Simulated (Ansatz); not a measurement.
# Is TaAl in the B2 ordering a stable metal?, part 2 of 3

Question: is the lattice of TaAl in the B2 ordering stable, and if so, what are its coupling constant and resistivity?

Ansatz 0.2.0; DFT PBEsol, scalar-relativistic, plane waves, PAW.

So far. Step 2 (Rough relaxation): The largest force is now zero by symmetry and the largest stress component 0.12 GPa. Step 3 (Relaxation): The largest force is now zero by symmetry and the largest stress component 9.6e-5 GPa, small enough for phonons. The relaxed cell has a = 3.196 Å (conventional setting).

The structure was built from a prototype and need not be the compound's stable phase.

### 4. Phonons by linear response: q 2×2×2, k 6×6×6

Couplings are defined for a stable lattice alone, so phonons come first.

Contents of input.yaml:

```yaml
crystal:
  lattice:
    - [3.1964573469, 0.0, 0.0]
    - [0.0, 3.1964573469, 0.0]
    - [0.0, 0.0, 3.1964573469]
  atoms:
    - { symbol: Al, position: [0.0, 0.0, 0.0] }
    - { symbol: Ta, position: [0.5, 0.5, 0.5] }
kpoints:
  mp_grid: { grid: [6, 6, 6] }
hamiltonian:
  xc: pbesol
scf:
  occupations: { method: methfessel_paxton, width: 0.2 }
output:
  eigenvalues: true
phonons:
  method: dfpt
  qmesh: [2, 2, 2]
  temperatures: { t_max: 1000, t_step: 50 }
  qpath:
    path:
      - [[0.0, 0.0, 0.0], [0.0, 0.5, 0.0], [0.5, 0.5, 0.0], [0.0, 0.0, 0.0], [0.5, 0.5, 0.5], [0.0, 0.5, 0.0]]
      - [[0.5, 0.5, 0.5], [0.5, 0.5, 0.0]]
    npoints: 10
```

Run with:

```bash
> ansatz run input.yaml --threads 4 --pin off --max-ram 8192MiB --backend cpu --events-out ev --progress --plain --runs-dir out
```

Numbers of over 12 decimals in the logs are rounded to 6 here.

Output:

```text
[...]
Crystal: 2 atoms, lattice volume = 32.659 Å³
Basis set: ecut = 420 eV, 619 PW (Γ), exchange–correlation on 48×48×48 points (8 copies of the dense FFT grid, shifted against one another)
Bands: 12, of which v1, the nominal top of the filled ones, is band 8 counted from 1 (7 counted from 0)
Symmetry: 48 space group operations
k-points: 20 of 216
[...]
SCF iter   1: F=—  HF=-10330.867948 eV  |F-HF|=—  |Δ(HF+E_count)|=         —  Δρ=7.85e-3  dr2=4.16e-2  ethr=1.77e-3  ⟨swp⟩=5.0  Hψ=1322  notcnv=0
[...]
SCF iter   7: F=-10330.853701 eV  HF=-10330.853701 eV  |F-HF|=1.82e-12  |Δ(HF+E_count)|=  2.46e-10  S|Δr|=    0.00e0  Δρ=6.24e-8  dr2=5.87e-13  ethr=1.00e-12  ⟨swp⟩=4.9  Hψ=1178  notcnv=0
SCF 1 converged in 7 iterations: F = -10330.853701 eV  dr2 = 5.87e-13
[...]
SCF iter   1: F=—  HF=-10330.853705 eV  |F-HF|=—  |Δ(HF+E_count)|=         —  Δρ=4.14e-7  dr2=8.20e-11  ethr=6.45e-8  ⟨swp⟩=3.1  Hψ=1989  notcnv=0
eigensolver tolerance schedule: the retry pair's looser diagonalisation over-reported the residual by 125848.71 of it (diagonalisation noise at an unbounded share of the residual, at the tolerance the schedule requests for it); recorded, not acted on — ethr = c·dr2/N_el stays at c = 1.0e-1
[...]
SCF iter   2: F=—  HF=-10330.853701 eV  |F-HF|=—  |Δ(HF+E_count)|=   3.82e-6  S|Δr|=    0.00e0  Δρ=4.18e-7  dr2=1.14e-10  ethr=1.00e-12  ⟨swp⟩=3.2  Hψ=524  notcnv=0
[...]
SCF iter   4: F=-10330.853701 eV  HF=-10330.853701 eV  |F-HF|=7.28e-12  |Δ(HF+E_count)|=  3.64e-12  S|Δr|=    0.00e0  Δρ=1.18e-7  dr2=6.96e-12  ethr=1.00e-12  ⟨swp⟩=1.7  Hψ=612  notcnv=0
SCF 2 converged in 4 iterations: F = -10330.853701 eV  dr2 = 6.96e-12
phonons: the bands overlap, so this run is a metal and interpolates without the dipole-dipole term. If the crystal is really an insulator or semiconductor, its LO-TO splitting is missing
NSCF: frozen V_eff on 20 k-points
[...]
DFPT response loops at q = (0, 0, 0) (fractional): preconditioner auto → Kerker (q_TF=auto, 2.422 Å⁻¹) (partly filled bands, converged f_vac=0.000); β = 1.00, the filter's whole step (`scf.mixing.beta` (0.50) is not read by the response loops under this deck's `scf.mixing.preconditioner`; to damp them name `kerker` or `kerker_dos`, under which they read `scf.mixing.beta`, and type it under 1.00, their step now; both keys bind the ground state too); Broyden in place of MSR1
[...]
SCF converged after 7 iterations
Stability not checked: this state was not tested for a lower state beside it, because cold or Methfessel-Paxton smearing, or corrected tetrahedra, fill the levels in a way that the test cannot read (fill_not_monotonic; see scf.lower_state_search)
Free energy (F): -10330.853701 eV
[...]
Internal energy: -10330.856431 eV  (E = F + TS)
E sigma→0 (E₀):  -10330.854384 eV
Entropy (-TS):   0.002731 eV (1.365 meV/atom)
Fermi energy:    14.543464 eV
[...]
--- Band table (eV; the first three rows and the last of 20) ---
  k-point 0: bands = [... 4 lower, 4.3570, 11.8484, 11.8484, 17.1099, 17.1099, 17.1099, 18.7831, 18.7831]
  k-point 1: bands = [... 4 lower, 4.8695, 11.7716, 12.0797, 15.8478, 15.8478, 17.2207, 17.7589, 20.2861]
  k-point 2: bands = [... 4 lower, 6.2803, 10.5448, 12.6269, 14.5916, 14.5916, 17.4570, 17.9899, 21.2628]
  k-point 19: bands = [... 4 lower, 10.2415, 10.2415, 10.2415, 14.6715, 17.8038, 17.8038, 17.8038, 19.4015]
--- Phonons (Γ-DFPT): 2 representative perturbations + reference (Σ response iterations 6) ---
  ASR residual: 3.585e-5 → 0.000e0 eV/Å²; symmetrization residual: 7.892e-7 eV/Å²
  ASR residual per site (eV/Å²): 1.15e-5 3.59e-5
  Γ frequencies (cm⁻¹): 0.00 0.00 0.00 299.34 299.34 299.34
--- Phonons (arbitrary-q DFPT): 4 irreducible q on the 2×2×2 mesh ---
  q = [0.0000, 0.0000, 0.0000] (star 1, of the zone-centre solve; hermiticity 2.04e-7, symmetrization 9.49e-14): -0.00 -0.00 0.00 299.34 299.34 299.34
  q = [0.0000, 0.0000, -0.5000] (star 3, 4 solved perturbations in 208 linear systems a pass and spin channel, the states on 64 of 216 k-point pairs; hermiticity 9.27e-14, symmetrization 1.56e-13): 69.46 114.58 114.58 244.39 270.51 270.51
[...]
q = [-0.5000, -0.5000, -0.5000] (star 1, 2 solved perturbations on 40 of 216 k-point pairs; hermiticity 3.63e-13, symmetrization 8.84e-14): 104.98 104.98 104.98 257.03 257.03 257.03
  sum rule: each row above includes the acoustic sum rule's correction from the zone centre's row sums; it moved no ω² by more than (0.34 cm⁻¹)²
  mesh force constants: q→R imaginary residual 4.62e-17; ASR residual 3.585e-5 → 0.000e0 eV/Å²; symmetrization residual 3.331e-15 eV/Å²
  interpolated dispersion: 62 rows × 6 modes
  density of states and harmonic sums: on the 20×20×20 q-mesh, interpolated from the force constants of a 2×2×2 supercell (no non-analytic term)
  largest difference from the sums on the solved wave vectors: F 2.39e-2 eV, S 3.04e-5 and C_V 1.38e-5 eV/K
  zero-point energy: 0.062179 eV/cell   skipped modes (ω ≤ 0): 325, of them read as no rigid motion or as one in doubt: 322 (1.211e0 modes/cell left out, lowest -114.24 cm⁻¹)   left out of the sums: 2.02e-1 of the cell's modes: C_V's classical limit lies that fraction below 3 k_B per atom; for a crystal, a wire or a layer, F and S can be off by more, and a phonons.interpolated_qmesh denser along its periods is the remedy for the sampling
```

Elapsed: 6.9 s, on 4 threads of Arm Neoverse V2, shared host; peak memory 0.42 GiB; 24 s of CPU time.

Reading the cycles: dr2 is the Hartree energy of the density residual (eV), the measure of convergence; HF is the Harris–Foulkes estimate of the energy, which meets the free energy F at convergence.

This step gave:

* share of imaginary modes in the plain interpolation between solved wavevectors: 0.2031
* highest frequency, solved or plainly interpolated: 306.2 cm⁻¹

Solved on the 2×2×2 mesh alone; all other wavevectors are interpolated. Phonon branches along the path, in cm⁻¹:

```csv
point,branch 1,branch 2,branch 3,branch 4,branch 5,branch 6
Γ,0,0,0,299,299,299
halfway,39,77,77,275,286,286
X,70,115,115,244,270,270
halfway,-72,-50,122,279,282,291
M,-114,-114,128,288,306,306
halfway,-86,93,101,268,283,296
Γ,0,0,0,299,299,299
halfway,38,38,72,279,286,286
R,105,105,105,257,257,257
halfway,-61,-30,110,272,284,292
X,70,115,115,244,270,270
jump to R,105,105,105,257,257,257
halfway,-54,-54,117,273,286,286
M,-114,-114,128,288,306,306
```

The phonon branches as a text plot (rows in cm⁻¹):

```
    297 |***        ********************            **        ***
    280 |   **** ***************    *********     *******   *****
    262 |    ** ***          **             ********   ******
    245 |      ***                                      **
    227 |
    210 |
    192 |
    175 |
    157 |
    140 |
    122 |       ***********                            ***   ****
    105 |     ** *         ****      ***     ********** * ***
     87 |    *               ***    *       **   *     *
     70 |   *  ****        **  *        *  *     *      ** *
     52 |  * **                 *  *     ** *     *   *
     35 | * *      *             *      ***       *    *    *
     17 |***      *              *     *             *
      0 |*                        *        *       *
    -18 |                        * ****
    -35 |                       *                   * *
    -53 |          *      *    *                   ***       *
    -70 |           *         *
    -88 |           **   *   *                                *
   -105 |            ********                                  **
         Γ      X      M          Γ            R        X|R     M
```

Lowest modes at the softest wavevector of the mesh. The modes at q = (0.000, 0.500, 0.500) (shares of kinetic energy by element, %) (negative means imaginary):

```csv
mode,frequency (cm⁻¹),Al %,Ta %
1,-114.2,19,81
2,-114.2,19,81
3,128.0,0,100
4,287.8,100,0
5,306.2,81,19
6,306.2,81,19
```

Displacements in mode 1 (-114.2 cm⁻¹), the largest set to 1, in the home cell:
```
Al1  0.00 -0.35 -1.00
Ta2  0.00 -0.79 -0.28
```

Displacements in mode 3 (128.0 cm⁻¹), the largest set to 1, in the home cell:
```
Al1  0.00  0.00  0.00
Ta2 -1.00  0.00  0.00
```

Among the solved wavevectors the lowest mode, translations apart, is -114 cm⁻¹, imaginary.

### 5. Phonons by linear response: q 2×2×2, k 8×8×8

An imaginary mode on so few k-points may come from the sampling, so the phonons are repeated with another k mesh.

input.yaml, as its differences from that of step 4:

```diff
@@ -9,3 +9,3 @@
 kpoints:
-  mp_grid: { grid: [6, 6, 6] }
+  mp_grid: { grid: [8, 8, 8] }
 hamiltonian:
```

The mesh is denser.

Output:

```text
[...]
Crystal: 2 atoms, lattice volume = 32.659 Å³
Basis set: ecut = 420 eV, 619 PW (Γ), exchange–correlation on 48×48×48 points (8 copies of the dense FFT grid, shifted against one another)
Bands: 12, of which v1, the nominal top of the filled ones, is band 8 counted from 1 (7 counted from 0)
Symmetry: 48 space group operations
k-points: 35 of 512
[...]
SCF iter   1: F=—  HF=-10330.865455 eV  |F-HF|=—  |Δ(HF+E_count)|=         —  Δρ=9.94e-3  dr2=6.32e-2  ethr=1.77e-3  ⟨swp⟩=5.0  Hψ=2302  notcnv=0
[...]
SCF iter   7: F=-10330.844414 eV  HF=-10330.844414 eV  |F-HF|=0.00e0  |Δ(HF+E_count)|=  1.82e-12  S|Δr|=    0.00e0  Δρ=6.12e-8  dr2=7.75e-13  ethr=1.00e-12  ⟨swp⟩=6.3  Hψ=1896  notcnv=0
SCF 1 converged in 7 iterations: F = -10330.844414 eV  dr2 = 7.75e-13
[...]
SCF iter   4: F=-10330.844414 eV  HF=-10330.844414 eV  |F-HF|=0.00e0  |Δ(HF+E_count)|=  1.46e-11  S|Δr|=    0.00e0  Δρ=1.23e-7  dr2=8.98e-12  ethr=1.00e-12  ⟨swp⟩=2.1  Hψ=1121  notcnv=0
SCF 2 converged in 4 iterations: F = -10330.844414 eV  dr2 = 8.98e-12
[...]
SCF converged after 7 iterations
[...]
Free energy (F): -10330.844414 eV
[...]
Internal energy: -10330.833795 eV  (E = F + TS)
E sigma→0 (E₀):  -10330.841759 eV
Entropy (-TS):   -0.010619 eV (-5.309 meV/atom)
Fermi energy:    14.516103 eV
[...]
--- Band table (eV; the first three rows and the last of 35) ---
  k-point 0: bands = [... 4 lower, 4.3510, 11.8693, 11.8693, 17.1316, 17.1316, 17.1316, 18.7697, 18.7697]
  k-point 1: bands = [... 4 lower, 4.6422, 11.8557, 12.0026, 16.2554, 16.2554, 17.1963, 18.0544, 19.7791]
  k-point 2: bands = [... 4 lower, 5.4727, 11.3707, 12.3598, 15.1483, 15.1483, 17.3591, 17.5568, 21.3102]
  k-point 34: bands = [... 4 lower, 10.2425, 10.2425, 10.2425, 14.6425, 17.8109, 17.8109, 17.8109, 19.4362]
[...]
ASR residual: 6.115e-5 → 0.000e0 eV/Å²; symmetrization residual: 2.438e-7 eV/Å²
  ASR residual per site (eV/Å²): 7.52e-7 6.12e-5
  Γ frequencies (cm⁻¹): 0.00 0.00 0.00 293.55 293.55 293.55
--- Phonons (arbitrary-q DFPT): 4 irreducible q on the 2×2×2 mesh ---
[...]
interpolated dispersion: 62 rows × 6 modes
[...]
```

The job ended after 11 s (4 threads; peak memory 0.48 GiB; 41 s of CPU time).

Numbers from this step:

```
share of imaginary modes in the plain interpolation between solved wavevectors : 0.2278
highest frequency, solved or plainly interpolated                              : 303.5 cm⁻¹
```

Solved on the 2×2×2 mesh alone; all other wavevectors are interpolated. The phonon branches at the labelled points (cm⁻¹):

```csv
point,branch 1,branch 2,branch 3,branch 4,branch 5,branch 6
Γ,0,0,0,294,294,294
halfway,49,72,72,280,280,281
X,75,109,109,263,263,266
halfway,-89,-71,124,272,286,289
M,-136,-136,138,281,304,304
halfway,-91,82,101,269,276,296
Γ,0,0,0,294,294,294
halfway,12,12,58,278,284,284
R,100,100,100,257,257,257
halfway,-83,-41,102,268,288,288
X,75,109,109,263,263,266
jump to R,100,100,100,257,257,257
halfway,-78,-78,120,270,285,285
M,-136,-136,138,281,304,304
```

The phonon branches as a text plot (rows in cm⁻¹):

```
    294 |***        ********************           ***        ***
    276 |   **** ****************   *********    ********  ******
    258 |      ****                         ********  *******
    239 |
    221 |
    203 |
    185 |
    166 |
    148 |
    130 |           *******                                   ***
    111 |      *****       **                        ***** ***
     93 |    **              **      ***     ********   * *
     75 |   *  ***           ***    *       *    *     * *
     57 |   ***   *            **       *  *     *    * *  *
     38 | **               **   ** *     ** *     *
     20 |**                      *      *              *
      2 |*                        *
    -17 |         **             * *****             *
    -35 |                       *        ***      ***       *
    -53 |                      *                      *
    -71 |          *      *   *                    * *       *
    -90 |           *        *                      *
   -108 |           **   * **                                 *
   -126 |            ******                                    **
         Γ      X      M          Γ            R        X|R     M
```

Lowest modes at the softest wavevector of the mesh. The modes at q = (0.500, 0.000, 0.500) (shares of kinetic energy by element, %) (negative means imaginary):

| mode | frequency (cm⁻¹) | Al % | Ta % |
| --- | --- | --- | --- |
| 1 | -135.5 | 17 | 83 |
| 2 | -135.5 | 17 | 83 |
| 3 | 138.1 | 0 | 100 |
| 4 | 281.4 | 100 | 0 |
| 5 | 303.5 | 83 | 17 |
| 6 | 303.5 | 83 | 17 |

Displacements in mode 1 (-135.5 cm⁻¹), the largest set to 1, in the home cell:
```
Al1  0.00  0.00 -1.00
Ta2 -0.84  0.00  0.00
```

Displacements in mode 6 (303.5 cm⁻¹), the largest set to 1, in the home cell:
```
Al1  0.00  0.00  1.00
Ta2 -0.18  0.00  0.00
```

The modes has structure finer than the step of the table below, so its rows give means over 10 cm⁻¹, whole bins alone (the curve runs from -145 to 322 cm⁻¹). Peaks (cm⁻¹: height): Al 272.4: 0.101; Ta -83.1: 0.0171, -50.8: 0.0141, 49.1: 0.0117, 99.1: 0.0297, 290.1: 0.0124.

Phonopy on the run's constants, 17x17x17 mesh, Gaussian sigma 3.3 cm⁻¹. Table of modes by wavenumber; means over each step; values in 1/cm⁻¹/cell:

```
wavenumber (cm⁻¹)       Al       Ta
             -130   7.0e-4  0.00342
             -120  0.00126  0.00640
             -110  0.00162  0.00871
             -100  0.00176  0.00998
              -90  0.00217   0.0131
              -80  0.00236   0.0152
              -70  0.00230   0.0152
              -60  0.00155   0.0109
              -50  0.00175   0.0123
              -40  0.00120  0.00928
              -30   8.7e-4  0.00652
              -20   6.0e-4  0.00502
              -10   2.1e-4  0.00172
                0   1.4e-5   9.7e-5
               10   1.4e-4  0.00120
               20   2.0e-4  0.00182
               30   4.2e-4  0.00394
               40   6.9e-4  0.00683
               50   9.5e-4   0.0104
               60   7.2e-4  0.00907
               70   7.3e-4   0.0107
               80   8.2e-4   0.0151
               90   7.1e-4   0.0215
              100   5.9e-4   0.0280
              110   3.0e-4   0.0213
              120   1.2e-4   0.0149
              130   2.9e-5  0.00969
              140   1.1e-6  0.00217
              150        0   2.1e-5
              160        0        0
              170        0        0
              180        0        0
              190        0        0
              200        0        0
              210        0        0
              220        0        0
              230        0        0
              240        0        0
              250   2.6e-4   1.8e-6
              260   0.0155   1.9e-4
              270   0.0823  0.00228
              280   0.0807  0.00673
              290   0.0715   0.0110
              300   0.0239  0.00443
              310   9.9e-4   2.0e-4
```

[end of part 2 of 3]

[Logs are printed without paths, hosts, clocks, repeated set-up lines and the standing remarks that a program may print on its own settings, such as how far it seeks lower states.]

[Hosts, paths, dates, database ids (printed as entryN), source tags and the programs' standing remarks are cut or masked in the printed files.]
